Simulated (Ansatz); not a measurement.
## Screened interactions in TaSeS (P3m1)

Wanted: the parameters of a Hubbard-Kanamori model for TaSeS (P3m1).

Program: Ansatz 0.2.0. Level of theory: non-magnetic LDA, then constrained RPA, plane waves, PAW. Results are calculated unless marked as measured.

## (1) The starting structure

The structure is trigonal, space group P3m1 (No. 156). Conventional cell: a = 3.433 Å, b = 3.433 Å, c = 6.400 Å, α = 90.00°, β = 90.00°, γ = 120.00°. Nearest to Ta lie 3 S at 2.49 Å and 3 Se at 2.62 Å. Se has 3 Ta at 2.62 Å nearest. Nearest to S lie 3 Ta at 2.49 Å. Farther neighbours and most contacts between anions are not listed.

Coordinates:

```cif
data_structure
_symmetry_space_group_name_H-M 'P 1'
_symmetry_Int_Tables_number 1
_cell_length_a 3.4333
_cell_length_b 3.4333
_cell_length_c 6.4000
_cell_angle_alpha 90.000
_cell_angle_beta 90.000
_cell_angle_gamma 120.000
_cell_volume 65.33
loop_
_atom_site_label
_atom_site_type_symbol
_atom_site_fract_x
_atom_site_fract_y
_atom_site_fract_z
_atom_site_occupancy
Ta1 Ta 0.00000 0.00000 0.01060 1
Se2 Se 0.66667 0.33333 0.74391 1
S3 S 0.33333 0.66667 0.24549 1
```

The cell and positions are those that the Materials Project relaxed with its own functionals (PBE, PBE+U or r2SCAN), kept fixed. At the settings of the band run the largest force is still 0.65 eV/Å. Spin-orbit coupling is left out unless a step names it. The default PAW set here is soft_2. Its files were made with PBE.

## (2) LDA bands and orbital weights

This step: DFT, LDA, plane waves, PAW.

input.yaml

```yaml
crystal:
  lattice:
    - [-2.42772934, 2.42772936, 1.0e-08]
    - [2.42772934, -1.0e-08, -2.42772936]
    - [-3.69501289, -3.69501284, -3.69501284]
  atoms:
    - { symbol: Ta, position: [0.0, 0.0, 0.010597] }
    - { symbol: Se, position: [0.66666667, 0.33333333, 0.743908] }
    - { symbol: S, position: [0.33333333, 0.66666667, 0.245495] }
kpoints:
  mp_grid: { grid: [12, 12, 4] }
  band_path:
    path:
      - [[0.0, 0.0, 0.0], [0.5, 0.0, 0.0], [0.33333333, 0.33333333, 0.0], [0.0, 0.0, 0.0], [0.0, 0.0, 0.5], [0.5, 0.0, 0.5], [0.33333333, 0.33333333, 0.5], [0.0, 0.0, 0.5]]
      - [[0.5, 0.0, 0.5], [0.5, 0.0, 0.0]]
      - [[0.33333333, 0.33333333, 0.5], [0.33333333, 0.33333333, 0.0]]
    npoints: 10
hamiltonian:
  xc: lda
scf:
  occupations: { method: gaussian, width: 0.08 }
  n_extra_bands: 19
  max_iter: 150
output:
  eigenvalues: true
  forces: true
  stress: true
  fatbands: true
  write_density: true
  write_potential: true
  elf: true
  volumetric_format: npy
```

On the command line:

```
$ ansatz run input.yaml --threads 4 --pin off --max-ram 9216MiB --backend cpu --events-out ev --progress --plain --runs-dir out
```

Numbers of over 12 decimals in the logs are rounded to 6 here.

The log of the run:

```text
scf.n_extra_bands = 19 over 18 filled bands (N_el = 35.0): the run solves 37 bands
Engine: ansatz 0.2.0, aarch64-unknown-linux-gnu
Pseudopotentials: kind: paw
Pseudopotential: Ta, paw, valence charge 13, recommended cutoff 420 eV (normal), Ta.paw.azcp
Pseudopotential: Se, paw, valence charge 16, recommended cutoff 420 eV (normal), Se.paw.azcp
Pseudopotential: S, paw, valence charge 6, recommended cutoff 420 eV (normal), S.paw.azcp
Functional definition: SPW92
  exchange = slater_x
  correlation = pw_c
Crystal: 3 atoms, lattice volume = 65.334 Å³
Basis set: ecut = 420 eV, 1305 PW (Γ)
Bands: 37, of which v1, the nominal top of the filled ones, is band 18 counted from 1 (17 counted from 0)
Symmetry: 6 space group operations
Space group: P3m1 (ITA 156), of the structure as read, at distance tolerance 4.0e-5 Å
k-points: 69 of 576 (time reversal used)
Non-local potential: Ta, projectors of the file, l = 0: 3, l = 1: 2, l = 2: 2, l = 3: 1
Non-local potential: Se, projectors of the file, l = 0: 2, l = 1: 2, l = 2: 3, l = 3: 1
Non-local potential: S, projectors of the file, l = 0: 2, l = 1: 2, l = 2: 2
PAW form: soft (Blöchl's): semilocal exchange-correlation on the pseudo side does not see the compensation charge
PAW frozen core: Ta, regenerated for the run's functional, and the local potential with it (the file was generated under x = pbe(κ = 0.804, μ = 0.219515), c = pbe(β = 0.066725))
PAW frozen core: Se, regenerated for the run's functional, and the local potential with it (the file was generated under x = pbe(κ = 0.804, μ = 0.219515), c = pbe(β = 0.066725))
PAW frozen core: S, regenerated for the run's functional, and the local potential with it (the file was generated under x = pbe(κ = 0.804, μ = 0.219515), c = pbe(β = 0.066725))
PAW one-centre angular grid: Ta, 590 points (default); XC on 64 Gauss nodes
PAW one-centre angular grid: Se, 590 points (default); XC on 64 Gauss nodes
PAW one-centre angular grid: S, 110 points (default); XC on 64 Gauss nodes
Initial density: superposition of atomic densities (neutral atoms: chi_scale 0, normalization atom), corrected by the library's trained network
Initial wavefunctions: pseudopotential atomic-orbital guess
Functional: x = slater, c = lda
SCF iter   1: F=—  HF=-15938.174715 eV  |F-HF|=—  |Δ(HF+E_count)|=         —  Δρ=5.89e-3  dr2=3.30e-2  ethr=1.77e-3  ⟨swp⟩=5.3  Hψ=11873  notcnv=0  defer=542
preconditioner: auto → LDOS  [metal: Δε(μ)=0.008 eV  Ē_g=15.926 eV  σ=0.080 eV  W_gap=0.06  n_scr=22 (ndim 8)  ℏωp=18.9 eV  f_vac=0.045  D(μ)=1.80/eV (n_scr^D=10)  β→1.0]
SCF iter   2: F=—  HF=-15938.168931 eV  |F-HF|=—  |Δ(HF+E_count)|=   5.78e-3  Δρ=1.76e-3  dr2=1.43e-3  ethr=9.43e-5  ⟨swp⟩=1.0  Hψ=3105  notcnv=0  defer=646
SCF iter   3: F=—  HF=-15938.168747 eV  |F-HF|=—  |Δ(HF+E_count)|=   1.84e-4  Δρ=9.17e-4  dr2=8.86e-4  ethr=4.08e-6  ⟨swp⟩=2.0  Hψ=2741  notcnv=0  defer=646
SCF iter   4: F=—  HF=-15938.168421 eV  |F-HF|=—  |Δ(HF+E_count)|=   3.25e-4  Δρ=1.61e-4  dr2=1.51e-5  ethr=2.53e-6  ⟨swp⟩=2.0  Hψ=2740  notcnv=0  defer=646
SCF iter   5: F=—  HF=-15938.168418 eV  |F-HF|=—  |Δ(HF+E_count)|=   3.14e-6  Δρ=4.96e-5  dr2=1.69e-6  ethr=4.32e-8  ⟨swp⟩=2.0  Hψ=2741  notcnv=0  defer=646
SCF iter   6: F=-15938.168418 eV  HF=-15938.168418 eV  |F-HF|=3.25e-8  |Δ(HF+E_count)|=   6.14e-7  Δρ=1.10e-5  dr2=7.78e-8  ethr=2.86e-10  ⟨swp⟩=13.6  Hψ=19474  notcnv=0
SCF 1 converged in 6 iterations: F = -15938.168418 eV  dr2 = 7.78e-8
  greatest PAW one-centre occupation: 1.000 electrons in one spin orbital (limit 2), on the Ta atom at site 0 (counted from 0), in its partial waves of l = 0
NSCF: frozen V_eff on 93 k-points
SCF converged after 6 iterations
Free energy (F): -15938.168418 eV
Harris-Foulkes:  -15938.168418 eV  (|F-HF|=3.25e-8)
Internal energy: -15938.162594 eV  (E = F + TS)
E sigma→0 (E₀):  -15938.165506 eV
Entropy (-TS):   -0.005824 eV (-1.941 meV/atom)
Fermi energy:    9.997269 eV
--- Per-component energies (eV) ---
  E_band       = -575.864427
  E_kinetic    = 590.721919
  E_local      = -4028.521177  (includes V_loc(G=0)·N_el)
  E_nonlocal   = -539.989993
  E_hartree    = 1850.876013
  E_xc         = -416.321563
  E_vxc        = -389.841412  (∫ρ·V_xc dr)
  E_paw        = -10544.414188  (= ΣΔE_a)
  E_vpaw       = 90.025461  (= ΣTr[D̂ρ^β])
  E_aug_tail   = -0.000446  (compensation charges beyond the density's cutoff)
  E_ewald      = -2853.142621
  E_core_change = 2.629463  (= ΣΔE_core)
  E_smearing   = -0.005824  (= −TS)
  E_closure    = 0.000000  (closes the sum)
  Σ components = -15938.168418   (vs F -15938.168418, Δ=0.00e0)
--- Forces (eV/Å), atoms counted from 1 ---
  atom   1  Ta     0.03236355     0.03236355     0.03236355
  atom   2  Se    -0.37721477    -0.37721476    -0.37721476
  atom   3  S      0.34495368     0.34495367     0.34495367
  max |Σ_I F_I| component: 1.02e-4 eV/Å
--- Stress (GPa, compression-positive) ---
       -6.911844      -0.028290      -0.028290
       -0.028290      -6.911844      -0.028290
       -0.028290      -0.028290      -6.911844
  P = ⅓ Tr σ = -6.9118 GPa (-69.118 kbar)
--- Band table (eV; the first three rows and the last of 69) ---
  k-point 0: bands = [... 14 lower, 8.5180, 9.7978, 9.7978, 9.9831, 10.1660, 10.1660, 13.7773, 13.7773, ... 15 higher]
  k-point 1: bands = [... 14 lower, 7.5071, 9.7474, 9.7474, 10.1582, 10.1582, 10.5152, 13.9042, 13.9042, ... 15 higher]
  k-point 2: bands = [... 14 lower, 6.5963, 9.6984, 9.6984, 10.1505, 10.1505, 10.7744, 14.0348, 14.0348, ... 15 higher]
  k-point 68: bands = [... 14 lower, 6.4328, 6.6698, 6.7071, 11.1793, 11.2087, 11.3491, 14.4987, 14.7684, ... 15 higher]
```

Run time: 8.6 s. Hardware: 4 threads of Arm Neoverse V2, shared host; peak memory 0.5 GiB; 33 s of CPU time.

In the SCF lines HF is the Harris–Foulkes energy and dr2 the Hartree energy of the density residual, in eV; the loop may stop once dr2 is under the threshold and the program's other checks hold. Hψ counts applications of the Hamiltonian.

Numbers from this step:

| Quantity | Value |
| --- | --- |
| pressure | -6.912 GPa |

Electronic bands along the path, in eV, zero at the Fermi level:

```tsv
point	band 14	band 15	band 16	band 17	band 18	band 19	band 20	band 21
Γ	-3.47	-1.48	-0.20	-0.20	-0.01	0.17	0.17	3.78
halfway	-3.81	-3.29	-1.76	-1.57	-0.49	1.25	1.55	3.85
M	-4.12	-3.51	-3.12	-1.67	-0.90	2.27	2.77	3.75
halfway	-3.93	-3.68	-3.35	-2.88	0.36	2.09	2.34	3.62
K	-4.83	-3.60	-3.37	-3.13	1.34	1.71	1.81	3.70
halfway	-4.18	-3.31	-2.66	-1.74	0.09	1.07	1.98	3.21
Γ	-3.47	-1.48	-0.20	-0.20	-0.01	0.17	0.17	3.78
halfway	-3.46	-2.49	-0.25	-0.25	0.16	0.16	0.52	3.91
A	-3.45	-3.40	-0.30	-0.30	0.15	0.15	0.78	4.04
halfway	-3.66	-3.32	-2.29	-1.54	-0.43	1.64	1.80	3.26
L	-4.09	-3.59	-2.22	-1.47	-1.21	2.27	2.75	4.08
halfway	-3.99	-3.76	-3.07	-2.52	-0.12	1.94	2.27	3.65
H	-4.94	-3.56	-3.33	-3.29	1.18	1.21	1.35	4.50
halfway	-3.96	-3.19	-2.69	-2.07	0.40	0.71	2.38	3.24
A	-3.45	-3.40	-0.30	-0.30	0.15	0.15	0.78	4.04
jump to L	-4.09	-3.59	-2.22	-1.47	-1.21	2.27	2.75	4.08
halfway	-4.04	-3.55	-2.70	-1.57	-1.01	2.27	2.76	3.81
M	-4.12	-3.51	-3.12	-1.67	-0.90	2.27	2.77	3.75
jump to H	-4.94	-3.56	-3.33	-3.29	1.18	1.21	1.35	4.50
halfway	-4.89	-3.46	-3.34	-3.33	1.35	1.43	1.47	4.13
K	-4.83	-3.60	-3.37	-3.13	1.34	1.71	1.81	3.70
```

Of the projections kept (Ta 5d, Se 4p, S 3p), the largest for each band there; the rest of the weight can lie on other orbitals:

```tsv
point	band 14	band 15	band 16	band 17	band 18	band 19	band 20	band 21
Γ	Ta 5d 0.54	Se 4p 0.57	Se 4p 0.55	Se 4p 0.55	Ta 5d 0.64	Ta 5d 0.94	Ta 5d 0.94	Ta 5d 0.43
M	S 3p 0.43	S 3p 0.44	Se 4p 0.59	Se 4p 0.62	Ta 5d 0.70	Ta 5d 1.00	Ta 5d 0.81	Ta 5d 0.20
K	Se 4p 0.67	S 3p 0.71	Se 4p 0.65	Se 4p 0.50	Ta 5d 0.83	Ta 5d 0.67	Ta 5d 0.65	Ta 5d 0.50
Γ	Ta 5d 0.54	Se 4p 0.57	Se 4p 0.55	Se 4p 0.55	Ta 5d 0.64	Ta 5d 0.94	Ta 5d 0.94	Ta 5d 0.43
A	Ta 5d 0.54	Se 4p 0.58	Se 4p 0.56	Se 4p 0.56	Ta 5d 0.95	Ta 5d 0.95	Ta 5d 0.66	Ta 5d 0.44
L	S 3p 0.35	Ta 5d 0.42	Se 4p 0.57	Se 4p 0.60	Ta 5d 0.72	Ta 5d 0.99	Ta 5d 0.82	Ta 5d 0.52
```

Electrostatic potential energy in the ac plane at fractional y = 0.333, with atoms of Se within 0.2 Å of it. With pseudopotentials it is smooth inside the atoms' cores, unlike the true potential.

Ten even steps from '0' (-10 eV) to '9' (15 eV), each cell a mean:
```
53234677888876
65455677666777
76667764211357
78887630000015
78888510243103
78998501455202
78998501454203
89998620122004
89999861000147
99999987545678
99999998888899
99999999999999
99999999999999
99999999999999
99999999999999
88888999999999
87777899999999
76667899999998
76667889999998
76667789999988
66556788999987
54345678899887
43224578888876
42113578888876
```
Columns run along a (3.4 Å; values clipped at the 3rd and 97th percentile), rows up along c (6.4 Å). Atoms in or near the plane, at fractional coordinates: Se at (0.67, 0.74).

Valence density in the ac plane at fractional y = 0.333, with atoms of Se within 0.2 Å of it. It is the smooth field of the valence electrons, not physical close to the nuclei.

Ten steps, logarithmic in the rise over the least value, from '_' (0 e/Å³) to '@' (36 e/Å³), each cell a mean:
```
............................
............................
....__........::::::::::....
..______....::--==++==--::..
..______....::==##%%##++--::
..______....::++%%@@@@**==::
..________..::++%%@@%%**--::
__________..::--++****==::..
____________..::------::....
______________............__
____________________________
____________________________
____________________________
____________________________
____________________________
__......____________________
..........__________________
............________________
....::......______________..
............______________..
............________________
............________________
............________________
............________________
```
Columns run along a (3.4 Å), rows up along c (6.4 Å). Atoms in or near the plane, at fractional coordinates: Se at (0.67, 0.74).

## (3) Constrained RPA: Ta t2g, bands v1 to c2, 6×6×4 mesh, medium accuracy

Constrained RPA screens the interaction with every transition except those inside the target bands, which a later many-body model would treat itself.

This step: constrained RPA on LDA, plane waves, PAW.

input.yaml, the sections that differ from step 2:

```yaml
kpoints:
  mp_grid: { grid: [12, 12, 4] }
output:
  crpa:
    kmesh: [6, 6, 4]
    target_bands: [v1, c2]
    projections: [{ species: Ta, l: d, shell: 5, orbitals: [dxz, dyz, dxy] }]
  local_orbitals:
    kmesh: [6, 6, 4]
    orbitals: [{ species: Ta, l: d, shell: 5, orbitals: [dxz, dyz, dxy] }]
    window: { bands: [v1, c2] }
    seedname: lo
# crystal, hamiltonian, scf: as in step 2
```

The log of the run:

```text
[...]
Crystal: 3 atoms, lattice volume = 65.334 Å³
Basis set: ecut = 420 eV, 1305 PW (Γ)
Bands: 37, of which v1, the nominal top of the filled ones, is band 18 counted from 1 (17 counted from 0)
[... 1 set-up line as in the run before ...]
[...]
k-points: 69 of 576 (time reversal used)
[...]
SCF iter   1: F=—  HF=-15938.174716 eV  |F-HF|=—  |Δ(HF+E_count)|=         —  Δρ=5.89e-3  dr2=3.30e-2  ethr=1.77e-3  ⟨swp⟩=5.3  Hψ=11873  notcnv=0  defer=542
[...]
SCF iter   6: F=-15938.168418 eV  HF=-15938.168418 eV  |F-HF|=3.31e-8  |Δ(HF+E_count)|=   6.14e-7  Δρ=1.10e-5  dr2=7.82e-8  ethr=2.86e-10  ⟨swp⟩=7.6  Hψ=13736  notcnv=0
SCF 1 converged in 6 iterations: F = -15938.168418 eV  dr2 = 7.82e-8
[...]
NSCF: frozen V_eff on 26 k-points
[...]
cRPA screening: q 1/144
cRPA screening: q 2/144
cRPA screening: q 4/144 (q-point 3)
cRPA screening: q 5/144
cRPA screening: q 11/144 (q-point 6)
cRPA screening: q 17/144 (q-point 7)
cRPA screening: q 23/144 (q-point 8)
cRPA screening: q 29/144 (q-point 9)
cRPA screening: q 35/144 (q-point 10)
cRPA screening: q 41/144 (q-point 11)
cRPA screening: q 47/144 (q-point 12)
cRPA screening: q 53/144 (q-point 13)
cRPA screening: q 56/144 (q-point 14)
cRPA screening: q 62/144 (q-point 15)
cRPA screening: q 65/144 (q-point 29)
cRPA screening: q 71/144 (q-point 30)
cRPA screening: q 83/144 (q-point 31)
cRPA screening: q 89/144 (q-point 33)
cRPA screening: q 101/144 (q-point 34)
cRPA screening: q 113/144 (q-point 35)
cRPA screening: q 125/144 (q-point 36)
cRPA screening: q 137/144 (q-point 57)
cRPA screening: q 139/144 (q-point 58)
cRPA screening: q 143/144 (q-point 59)
SCF converged after 6 iterations
Free energy (F): -15938.168418 eV
[...]
Internal energy: -15938.162594 eV  (E = F + TS)
E sigma→0 (E₀):  -15938.165506 eV
Entropy (-TS):   -0.005824 eV (-1.941 meV/atom)
Fermi energy:    9.997269 eV
[...]
--- Band table (eV; the first three rows and the last of 69) ---
  k-point 0: bands = [... 14 lower, 8.5180, 9.7978, 9.7978, 9.9831, 10.1660, 10.1660, 13.7773, 13.7773, ... 15 higher]
  k-point 1: bands = [... 14 lower, 7.5071, 9.7474, 9.7474, 10.1582, 10.1582, 10.5152, 13.9042, 13.9042, ... 15 higher]
  k-point 2: bands = [... 14 lower, 6.5963, 9.6984, 9.6984, 10.1505, 10.1505, 10.7744, 14.0348, 14.0348, ... 15 higher]
  k-point 68: bands = [... 14 lower, 6.4328, 6.6698, 6.7071, 11.1793, 11.2087, 11.3491, 14.4987, 14.7684, ... 15 higher]
--- cRPA (band scheme, projected local orbitals): target bands 18..20 (1-based), 3 Wannier function(s), 6×6×4 mesh, 40 bands' worth read of 45 solved, ecut_chi 136.0 eV, v(q+G=0) probe_charge, pair densities all_electron ---
  χ-basis size per q: N_G = 230..247
  window electrons = 1.0000, filled by tetrahedron_uncorrected; constrained ε̄⁻¹(q = 0, 0) head = 0.034513; min gauge Gram eig = 0.4738
  Kanamori averages over each shell's own Wannier functions (sites counted from 0, functions from 1):
    Site 0, 5D, 3 of 5 d orbitals (Wannier functions 1, 2, 3; wannier90's mr 2, 3, 5):
      screened: U = 1.3161 eV, U' = 0.8830 eV, J = 0.1976 eV
      screened, to within: U = 2.8e-3 eV, U' = 2.8e-3 eV, J = 5.9e-4 eV
      bare: V = 8.5754 eV, V' = 7.8939 eV, J = 0.2876 eV
  Hermiticity witness max|P − P†| over intra, direct and exchange elements: 1.33e-14 eV (screened), 8.40e-19 eV (bare)
  Reality witness max|Im| over intra, direct and exchange elements: 6.70e-18 eV (screened), 7.86e-18 eV (bare)
```

It took 2.7 min on 4 threads; peak memory 0.67 GiB.

This step gave:

* U: 1.316 eV
* U prime (inter-orbital): 0.8830 eV
* J: 0.1976 eV
* bare V: 8.575 eV
* bare J: 0.2876 eV
* stated bound on U: 0.002711 eV
* U over bare V: 0.1535
* electrons in the window: 1.0000
* head of the constrained inverse dielectric matrix: 0.03451
* least eigenvalue of the projection's overlap: 0.4738
* target functions: 3
* bands in the sums: 40
* r.m.s. miss of the model bands: 0.05470 eV
* width of the target bands: 3.972 eV
* weight of the projected orbitals in the window: 0.7525

On the Ta t2g shell, screening brings the on-site interaction from 8.6 eV down to U = 1.32 eV.

Kanamori averages over each shell's functions. Crpa shells, by row:

```tsv
site	element	shell	orbitals	U (eV)	U' (eV)	J (eV)	bare V (eV)	bare V' (eV)	bare J (eV)	bound on U (eV)
1	Ta	5D	3	1.316	0.883	0.1976	8.575	7.894	0.2876	0.002711
```

Density-density elements U_iijj, eV. U matrix, by row:

```tsv
orbital	Ta1 dxz	Ta1 dyz	Ta1 dxy
Ta1 dxz	1.316	0.883	0.883
Ta1 dyz	0.883	1.316	0.883
Ta1 dxy	0.883	0.883	1.316
```

Exchange elements U_ijji, eV. J matrix, by row:

```tsv
orbital	Ta1 dxz	Ta1 dyz	Ta1 dxy
Ta1 dxz	-	0.198	0.198
Ta1 dyz	0.198	-	0.198
Ta1 dxy	0.198	0.198	-
```

Projected local orbitals of the target window. Electronic bands along the path, in eV, zero at the Fermi level; # counts the bands kept:

```tsv
point	#1	#2	#3
Γ	-0.01	0.17	0.17
halfway	-0.48	1.28	1.62
M	-0.90	2.27	2.77
halfway	0.41	2.05	2.36
K	1.34	1.71	1.81
halfway	0.09	1.07	1.98
Γ	-0.01	0.17	0.17
halfway	0.16	0.16	0.52
A	0.15	0.15	0.78
halfway	-0.43	1.67	1.89
L	-1.21	2.27	2.75
halfway	-0.09	1.95	2.27
H	1.18	1.21	1.35
halfway	0.40	0.71	2.38
A	0.15	0.15	0.78
jump to L	-1.21	2.27	2.75
halfway	-1.01	2.27	2.76
M	-0.90	2.27	2.77
jump to H	1.18	1.21	1.35
halfway	1.35	1.43	1.47
K	1.34	1.71	1.81
```

The same for Kohn-Sham, solved directly:

```tsv
point	#1	#2	#3
Γ	-0.01	0.17	0.17
M	-0.90	2.27	2.77
K	1.34	1.71	1.81
Γ	-0.01	0.17	0.17
A	0.15	0.15	0.78
L	-1.21	2.27	2.75
H	1.18	1.21	1.35
A	0.15	0.15	0.78
L	-1.21	2.27	2.75
M	-0.90	2.27	2.77
H	1.18	1.21	1.35
K	1.34	1.71	1.81
```

The first set of electronic bands as a text plot (rows in eV):

```
    2.7 |       ***                       **              ***
    2.5 |               *                   *     **
    2.4 |      *   *   * *               * *     *  *     ***
    2.2 |       ***                      ** **       *
    2.0 |     **   ** *   *             *    *
    1.9 |     *     **                **      * *     *         *
    1.7 |    *       **    *           *      *                 *
    1.5 |    *         *             **        *               *
    1.4 |   *        *  *   *                  *       *     ****
    1.2 |             *  *          *                        *
    1.0 |  **       *     *          *         **
    0.9 |              *   * *                   **     *
    0.7 | **                     ****            * ****  *
    0.5 | *             *   *                 *   *    *
    0.4 |*         *         **                    ******
    0.2 |*               *    *******                   **
    0.0 |**               ******     *
   -0.1 |  *                          *      *
   -0.3 |   *     *
   -0.5 |                              *
   -0.6 |    *                              *
   -0.8 |     ** *
   -1.0 |       *                       *                  **
   -1.1 |                                ***              *
         Γ       M   K         Γ   A       L   H        A|L M|H K
```

Onsite levels, by row:

```tsv
orbital	level less Fermi level (eV)
Ta1 dxz	1.161
Ta1 dyz	1.161
Ta1 dxy	1.161
```

Largest distinct elements between sites. Hoppings, by row:

```tsv
from	to	cell	distance (Å)	t (eV)
Ta1 dxy	Ta1 dxy	-1 0 0	3.433	-0.6647
Ta1 dxz	Ta1 dxz	1 0 0	3.433	0.1669
Ta1 dxz	Ta1 dyz	1 0 0	3.433	0.073
Ta1 dyz	Ta1 dyz	-3 -3 0	10.3	-0.0659
Ta1 dxy	Ta1 dxy	-1 -1 1	7.263	-0.0597
Ta1 dyz	Ta1 dxy	-1 -1 0	3.433	-0.0519
Ta1 dyz	Ta1 dyz	2 2 0	6.867	-0.0517
Ta1 dxy	Ta1 dxz	0 0 1	6.4	-0.0483
Ta1 dxz	Ta1 dyz	-1 2 0	9.084	0.0345
Ta1 dyz	Ta1 dxz	0 -1 -1	7.263	-0.0336
Ta1 dxz	Ta1 dxy	1 -1 0	5.947	-0.0301
Ta1 dyz	Ta1 dxz	-2 0 0	6.867	-0.027
```

## (4) Results

| Property | Result |
| --- | --- |
| Ta t2g | U 1.32 eV, U′ 0.88 eV, J 0.20 eV, bare V 8.6 eV |
| method | constrained RPA on non-magnetic LDA, 6×6×4 mesh, static |

What this shows: For Ta t2g, screening cuts the on-site interaction from 8.58 eV to 1.32 eV. U − 2J differs from U′ by +0.04 eV, so the Kanamori relation holds well. U is 0.33 times the width of the target bands. The parent state is non-magnetic and the interaction static (zero frequency); U depends on the window and the orbitals, so it belongs to this model alone. The bands cross the Fermi level under this constraint, which need not be the crystal's state: magnetic order, correlation or a lattice distortion may open a gap. Spin-orbit coupling, which is strong for atoms this heavy, is left out.

[Paths, hosts, dates, memory and timing lines, banners, echoed tables and standing remarks are left out of the program output.]

[Logs are printed without paths, hosts, clocks, repeated set-up lines and the standing remarks that a program may print on its own settings, such as how far it seeks lower states.]

[Runs of the session that timed out or met a known fault of the program may be left out.]

[Hosts, paths, dates, database ids (printed as entryN), source tags and the programs' standing remarks are cut or masked in the printed files.]
